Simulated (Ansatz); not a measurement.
# Structural relaxation of random alloy of the fcc Cu-Al line, x = 0.1875 (128 atoms), part 2 of 3

Wanted: the relaxed structure of random alloy of the fcc Cu-Al line, x = 0.1875 (128 atoms) and its electronic structure.

Ansatz 0.2.0; Kohn-Sham DFT, PBE, PAW (set soft_2), plane waves.

The cell: 104 Cu and 24 Al. The host structure and its lattice constant were typed by rule, without a check against the phase diagram.

So far. Step 3 (Cell and atoms relaxed): The relaxation changed the energy by -20.0 meV/atom, and atoms moved by 0.083 Å r.m.s., 0.19 Å at most.

**5. Single point at the relaxed geometry**

The electronic structure is read at the final geometry, in a run of its own.

Input file input.yaml:

```yaml
crystal:
  lattice:
    - [-7.3891, 7.37634, 7.36643]
    - [7.36776, -7.37931, 7.34807]
    - [7.37142, 7.36163, -7.36941]
  atoms:
    - { symbol: Cu, position: [0.49508, 0.99877, 0.99908] }
    - { symbol: Al, position: [0.74329, 0.1321, 0.12423] }
    - { symbol: Cu, position: [0.61932, 0.24984, 0.12467] }
    - { symbol: Cu, position: [0.62171, 0.12071, 0.25028] }
    - { symbol: Cu, position: [0.74896, 0.2544, 0.00267] }
    - { symbol: Cu, position: [0.00164, 0.37612, 0.12716] }
    - { symbol: Cu, position: [0.87855, 0.50519, 0.1307] }
    - { symbol: Cu, position: [0.87539, 0.37686, 0.25006] }
    - { symbol: Al, position: [0.74664, 0.99475, 0.25649] }
    - { symbol: Cu, position: [0.99858, 0.12292, 0.37255] }
    - { symbol: Cu, position: [0.87281, 0.24643, 0.37358] }
    - { symbol: Cu, position: [0.8754, 0.12313, 0.49906] }
    - { symbol: Cu, position: [0.00243, 0.00821, 0.0021] }
    - { symbol: Cu, position: [0.24847, 0.12637, 0.123] }
    - { symbol: Cu, position: [0.12578, 0.25463, 0.1247] }
    - { symbol: Al, position: [0.12966, 0.13856, 0.25551] }
    - { symbol: Cu, position: [0.2492, 0.24924, 0.99907] }
    - { symbol: Cu, position: [0.4964, 0.37283, 0.12353] }
    - { symbol: Cu, position: [0.3765, 0.49823, 0.12498] }
    - { symbol: Cu, position: [0.37311, 0.37443, 0.24766] }
    - { symbol: Cu, position: [0.50086, 0.49949, 0.00103] }
    - { symbol: Cu, position: [0.75236, 0.62535, 0.12548] }
    - { symbol: Cu, position: [0.62628, 0.74681, 0.12506] }
    - { symbol: Cu, position: [0.62597, 0.62196, 0.24793] }
    - { symbol: Cu, position: [0.74874, 0.74813, 0.00078] }
    - { symbol: Cu, position: [0.00473, 0.88111, 0.13143] }
    - { symbol: Al, position: [0.87157, 0.99248, 0.11791] }
    - { symbol: Cu, position: [0.87564, 0.87306, 0.25022] }
    - { symbol: Al, position: [0.24849, 0.99779, 0.24151] }
    - { symbol: Cu, position: [0.49777, 0.11922, 0.37823] }
    - { symbol: Cu, position: [0.37355, 0.24958, 0.37272] }
    - { symbol: Al, position: [0.37022, 0.13225, 0.50394] }
    [... 90 atom lines left out ...]
    - { symbol: Cu, position: [0.62244, 0.00358, 0.87629] }
    - { symbol: Cu, position: [0.62651, 0.8797, 0.00491] }
    - { symbol: Cu, position: [0.99612, 0.75009, 0.74459] }
    - { symbol: Cu, position: [0.24777, 0.8751, 0.8742] }
    - { symbol: Cu, position: [0.12368, 0.00084, 0.87477] }
    - { symbol: Cu, position: [0.1245, 0.87621, 0.99644] }
kpoints:
  mp_grid: { grid: [2, 2, 2] }
hamiltonian:
  xc: pbe
scf:
  occupations: { method: fermi_dirac, width: 0.1 }
output:
  forces: true
  stress: true
  populations: true
  dos:
    method: { smearing: { sigma: 0.08 } }
    de: 0.05
    projected: { site_lists: { Al: [Al], Cu: [Cu] } }
  eigenvalues: true
  write_density: true
  write_potential: true
  volumetric_format: npy
```

The run is started by

```
$ ansatz run input.yaml --threads 5 --pin off --max-ram 81920MiB --backend cuda --events-out ev --progress --plain --runs-dir out
```

Numbers of over 12 decimals in the logs are rounded to 6 here.

What it wrote:

```text
[...]
GPU FFT provider: cuFFT
GPU libraries: cuBLAS 13.8.2, cuFFT 12.4.0, cuSOLVER 12.3.4
Crystal: 128 atoms, lattice volume = 1598.177 Å³
Basis set: ecut = 420 eV, 31253 PW (Γ), exchange–correlation on 180×180×180 points (8 copies of the dense FFT grid, shifted against one another)
Bands: 1229, of which v1, the nominal top of the filled ones, is band 1024 counted from 1 (1023 counted from 0)
Symmetry: 1 space group operations
[...]
k-points: 8
[...]
GPU buffer pool allocated for 729000 grid points (all kernels)
[...]
SCF iter   1: F=—  HF=-701931.406588 eV  |F-HF|=—  |Δ(HF+E_count)|=         —  Δρ=3.12e-3  dr2=2.19e-1  ethr=1.77e-3  ⟨swp⟩=5.0  Hψ=34783  notcnv=0  defer=518
[...]
SCF iter  11: F=-701931.408036 eV  HF=-701931.408036 eV  |F-HF|=1.64e-8  |Δ(HF+E_count)|=   2.62e-8  Δρ=8.38e-7  dr2=1.47e-8  ethr=4.88e-12  ⟨swp⟩=9.0  Hψ=75852  notcnv=0
SCF 1 converged in 11 iterations: F = -701931.408036 eV  dr2 = 1.47e-8
[...]
SCF converged after 11 iterations
Free energy (F): -701931.408036 eV
[...]
Internal energy: -701930.223084 eV  (E = F + TS)
E sigma→0 (E₀):  -701930.815560 eV
Entropy (-TS):   -1.184952 eV (-9.257 meV/atom)
Fermi energy:    14.979542 eV
[...]
--- Forces (eV/Å), atoms counted from 1 ---
  atom   1  Cu    -0.00057502    -0.00071634    -0.00007754
  atom   2  Al     0.00158851    -0.00193650    -0.00012801
  atom   3  Cu    -0.00379661     0.00156017     0.00292205
  atom   4  Cu    -0.00124828     0.00074087     0.00191171
  atom   5  Cu    -0.00075561     0.00062483     0.00027602
  atom   6  Cu     0.00217611    -0.00274319     0.00045845
  atom   7  Cu    -0.00212535    -0.00075327    -0.00043486
  atom   8  Cu    -0.00059125    -0.00108307    -0.00118237
  atom   9  Al    -0.00085229     0.00281560    -0.00154483
  atom  10  Cu     0.00044809    -0.00186560     0.00068887
  atom  11  Cu    -0.00022086    -0.00109663     0.00040102
  atom  12  Cu    -0.00185656     0.00031930    -0.00170080
  atom  13  Cu     0.00181656    -0.00062625    -0.00528555
  atom  14  Cu     0.00102390    -0.00016886    -0.00043822
[...]
atom 127  Cu     0.00035467     0.00012790     0.00021722
  atom 128  Cu    -0.00054048    -0.00335094     0.00255488
  max |Σ_I F_I| component: 1.78e-6 eV/Å
--- Stress (GPa, compression-positive) ---
        0.007576       0.001501       0.002994
        0.001501       0.008476       0.001556
        0.002994       0.001556       0.005963
  P = ⅓ Tr σ = 0.0073 GPa (0.073 kbar)
--- Band table (eV; the first three rows and the last of 8) ---
[...]
--- Löwdin populations: 128 sites ---
  site symbol       q [e]
     0     Cu     18.7452
     1     Al      3.8620
     2     Cu     18.7414
[...]
127     Cu     18.5796
  spilling = 0.007596 (of n_electrons = 2048.000000)
```

The job ended after 20 s (1 × NVIDIA H100 80GB HBM3 with 5 threads of AMD EPYC 7R13 (Zen 3), shared host; peak memory 4.4 GiB; 60 s of CPU time).

That memory is the host's; the program planned up to 38.6 GiB on the GPU.

Numbers from this run:

```yaml
free_energy: -701931.4080 eV
free_energy_per_atom: -5483.8391 eV/atom
scf_cycles: 11
pressure: 0.007338 GPa
r_m_s_force_component: 0.00162 eV/Å
longest_force: 0.00702 eV/Å
fermi_energy: 14.98 eV
levels_partly_filled_by_over_2_per_cent: 116
spilling_of_the_projection: 0.007596
```

Density of states as counts of states in windows of 1 eV (from the Fermi level), total and the larger projections:

```csv
from (eV),to (eV),total,Cu d,Cu s,Al p
-10,-9,8.9,0.1,4.8,1.2
-9,-8,13.1,0.5,6.4,2.8
-8,-7,19.1,1.4,9.3,4.6
-7,-6,27.8,4.9,11.9,6.8
-6,-5,50.4,22.2,15.8,8.7
-5,-4,183.5,157.1,15.0,8.4
-4,-3,352.0,333.0,5.6,8.4
-3,-2,382.5,366.8,5.7,5.7
-2,-1,133.3,113.8,8.0,7.2
-1,0,43.1,16.2,10.3,9.4
0,1,37.2,7.6,9.4,9.7
1,2,33.6,4.4,9.3,7.5
2,3,33.6,3.2,10.7,6.4
3,4,35.8,2.4,11.4,6.3
4,5,38.3,1.8,10.7,6.5
```

Between -26 and -10 eV lie 2 more states.

The stored curve holds about 1216 of the 2048 electrons; the rest, give or take the few that broadening carries across the Fermi level, lie in deeper levels below its range.

The levels nearest the highest filled one (over half full), pooled over k-points and spins:

```csv
level less the highest filled one (eV),occupation
-0.022,1.11
-0.0219,1.11
-0.017,1.09
-0.0135,1.07
-0.0012,1.01
0,1.00
0.0232,0.889
0.0275,0.868
0.036,0.826
0.0437,0.789
0.0446,0.785
0.0483,0.767
```

Electrostatic potential energy in the ac plane at fractional y = 0.000, with atoms of Cu and Al within 0.2 Å of it. With pseudopotentials it is smooth inside the atoms' cores, unlike the true potential.

Ten even steps from '0' (-40 eV) to '9' (17 eV), each cell a mean:
```
038999999999999720148999999999999730
789744589999999876799744689999999976
996200279999999999996100389999999999
995102699999999999984102699999999999
998668985347999999998668986347999999
999999840005999999999999840005999999
999999730148988899999999730148999999
999999976788766679999999976799754589
999999999987788679999999999997200279
999999999986676789888999999995101699
447999999998788987666899999998668986
005999999999999877886799999999999850
037999999999999866767899999999999830
789753589999999987788743489999999976
997200279999999999997200279999999999
995101699999999999996102689888999999
998668987667899999998778876767899999
999999867876899999999999868876899999
999999767767999999999999767768999999
999999876788753589999999887888776689
999999999997200279999999999997688679
999999999995101699999999999986777789
447999999998668985347999999997777886
005999999999999830016999999999999840
```
Columns run along a (12.8 Å; values clipped at the 3rd and 97th percentile), rows up along c (12.8 Å). Atoms in or near the plane, at fractional coordinates: Cu at (0.50, 0.00), Al at (0.75, 0.26), Cu at (0.00, 0.00), Al at (0.87, 0.12), Al at (0.25, 0.24), Al at (0.51, 0.50), Cu at (0.75, 0.75), Cu at (0.37, 0.12), Cu at (0.63, 0.38), Cu at (0.00, 0.50), Cu at (0.87, 0.62), Cu at (0.25, 0.75), Cu at (0.13, 0.38), Al at (0.37, 0.63) and more.

Valence density in the ac plane at fractional y = 0.000, with atoms of Cu and Al within 0.2 Å of it. It is the smooth field of the valence electrons, not physical close to the nuclei.

Ten steps, logarithmic in the rise over the least value, from '0' (0 e/Å³) to '9' (45 e/Å³), each cell a mean:
```
851000000000000258741000000000000158
210244310000000122210244210000000023
002698510000000000002798410000000000
013686300000000000013786200000000000
001221013542000000001221013542000000
000000148973000000000000148973000000
000000157741000000000000158841000000
000000012110000000000000012210144310
000000000000000000000000000002699510
000000000000000000000000000003686300
442000000000000000000000000001221012
973100000000000000000000000000000148
851000000000000000000001000000000148
210144310000000000000245310000000023
002699510000000000002699620000000000
003686310000000000002686310000000000
001221000000000000001221000000000000
000000000000000000000000000000000000
000000000000000000000000000000000000
000000000000144310000000000000000000
000000000002699510000000000000000000
000000000003687300000000000000000000
431000000001221013541000000000000012
973000000000000148972000000000000148
```
Columns run along a (12.8 Å), rows up along c (12.8 Å). Atoms in or near the plane, at fractional coordinates: Cu at (0.50, 0.00), Al at (0.75, 0.26), Cu at (0.00, 0.00), Al at (0.87, 0.12), Al at (0.25, 0.24), Al at (0.51, 0.50), Cu at (0.75, 0.75), Cu at (0.37, 0.12), Cu at (0.63, 0.38), Cu at (0.00, 0.50), Cu at (0.87, 0.62), Cu at (0.25, 0.75), Cu at (0.13, 0.38), Al at (0.37, 0.63) and more.

A closer look about Al43, picked at random: 13 atoms, nearest first, numbered in the order of the input, with positions taken from that point.

```csv
atom,x,y,z,distance (Å),bonds
Al43,0.00,0.00,0.00,0.00,12
Cu45,-1.85,-0.06,1.77,2.57,12
Cu42,-1.85,1.80,-0.04,2.58,12
Cu44,0.03,1.75,-1.91,2.59,12
Cu48,0.06,1.88,1.79,2.60,12
Cu97,1.86,-0.12,1.81,2.60,12
Cu30,-1.84,-1.88,-0.15,2.64,12
Cu78,1.83,-1.93,-0.07,2.66,12
Cu93,1.86,-0.09,-1.91,2.67,12
Al94,2.03,1.74,-0.11,2.68,12
Al36,-0.11,-2.01,1.78,2.69,12
Al41,-1.92,0.05,-1.93,2.72,12
Al32,0.12,-1.99,-1.92,2.77,12
```

The column of bonds counts only the pairs Cu-Cu within 3.12 Å, Cu-Al within 3.12 Å, Al-Al within 3.12 Å; other neighbours, such as metal atoms beside each other in a compound, aren't counted, and periodic images can show an atom twice.

**6. K-mesh 3×3×3**

A denser mesh tests the sampling of the Brillouin zone.

Edit input.yaml of step 5 so:

```diff
@@ -8,3 +8,3 @@
 kpoints:
-  mp_grid: { grid: [2, 2, 2] }
+  mp_grid: { grid: [3, 3, 3] }
 hamiltonian:
@@ -22,4 +22 @@
   eigenvalues: true
-  write_density: true
-  write_potential: true
-  volumetric_format: npy
```

What it wrote:

```text
[...]
GPU FFT provider: cuFFT
GPU libraries: cuBLAS 13.8.2, cuFFT 12.4.0, cuSOLVER 12.3.4
Crystal: 128 atoms, lattice volume = 1598.177 Å³
Basis set: ecut = 420 eV, 31253 PW (Γ), exchange–correlation on 180×180×180 points (8 copies of the dense FFT grid, shifted against one another)
Bands: 1229, of which v1, the nominal top of the filled ones, is band 1024 counted from 1 (1023 counted from 0)
Symmetry: 1 space group operations
[...]
k-points: 14 of 27 (time reversal used)
[...]
GPU buffer pool allocated for 729000 grid points (all kernels)
[...]
SCF iter   1: F=—  HF=-701931.321196 eV  |F-HF|=—  |Δ(HF+E_count)|=         —  Δρ=3.17e-3  dr2=1.86e-1  ethr=1.77e-3  ⟨swp⟩=5.0  Hψ=60366  notcnv=0  defer=1186
[...]
SCF iter  10: F=—  HF=-701931.326901 eV  |F-HF|=—  |Δ(HF+E_count)|=   1.96e-8  Δρ=3.06e-6  dr2=1.06e-7  ethr=4.88e-12  ⟨swp⟩=9.1  Hψ=74640  notcnv=0
SCF iter  11: F=-701931.326901 eV  HF=-701931.326901 eV  |F-HF|=1.91e-8  |Δ(HF+E_count)|=   9.10e-8  Δρ=1.02e-6  dr2=1.47e-8  ethr=4.88e-12  ⟨swp⟩=3.0  Hψ=44260  notcnv=0
SCF 1 converged in 11 iterations: F = -701931.326901 eV  dr2 = 1.47e-8
[...]
SCF converged after 11 iterations
Free energy (F): -701931.326901 eV
[...]
Internal energy: -701930.059130 eV  (E = F + TS)
E sigma→0 (E₀):  -701930.693015 eV
Entropy (-TS):   -1.267771 eV (-9.904 meV/atom)
Fermi energy:    14.980599 eV
[...]
Σ components = -701931.326901   (vs F -701931.326901, Δ=0.00e0)
--- Forces (eV/Å), atoms counted from 1 ---
  atom   1  Cu     0.00744501    -0.00162287    -0.00271696
  atom   2  Al    -0.00950786     0.01305263     0.00748558
  atom   3  Cu    -0.00418196     0.00090442    -0.00254551
  atom   4  Cu    -0.01687964    -0.00584576     0.00049355
[...]
atom 128  Cu    -0.00090553    -0.01154901     0.00226177
  max |Σ_I F_I| component: 1.71e-6 eV/Å
--- Stress (GPa, compression-positive) ---
        0.063468      -0.049732       0.134708
       -0.049732       0.065164       0.026185
        0.134708       0.026185      -0.087047
  P = ⅓ Tr σ = 0.0139 GPa (0.139 kbar)
--- Band table (eV; the first three rows and the last of 14) ---
[...]
--- Löwdin populations: 128 sites ---
  site symbol       q [e]
     0     Cu     18.7447
     1     Al      3.8676
     2     Cu     18.7403
[...]
127     Cu     18.5793
  spilling = 0.007611 (of n_electrons = 2048.000000)
```

The job ended after 43 s (1 × NVIDIA H100 80GB HBM3 with 5 threads; peak memory 4.6 GiB; 2.7 min of CPU time).

That memory is the host's; the program planned up to 66.2 GiB on the GPU.

Geometry and reference: those of the single point at the relaxed geometry.

Forces differ from those of the single point at the relaxed geometry by 9.2 meV/Å r.m.s.; the energy by +0.63 meV/atom. It took 43 s and 11 cycles; the reference's time can't be set against it, since the two runs asked for unlike analyses.

(Part 2 of 3 ends here.)

[Logs are printed without paths, hosts, clocks, repeated set-up lines and the standing remarks that a program may print on its own settings, such as how far it seeks lower states.]

[Hosts, paths, dates, database ids (printed as entryN), source tags and the programs' standing remarks are cut or masked in the printed files.]
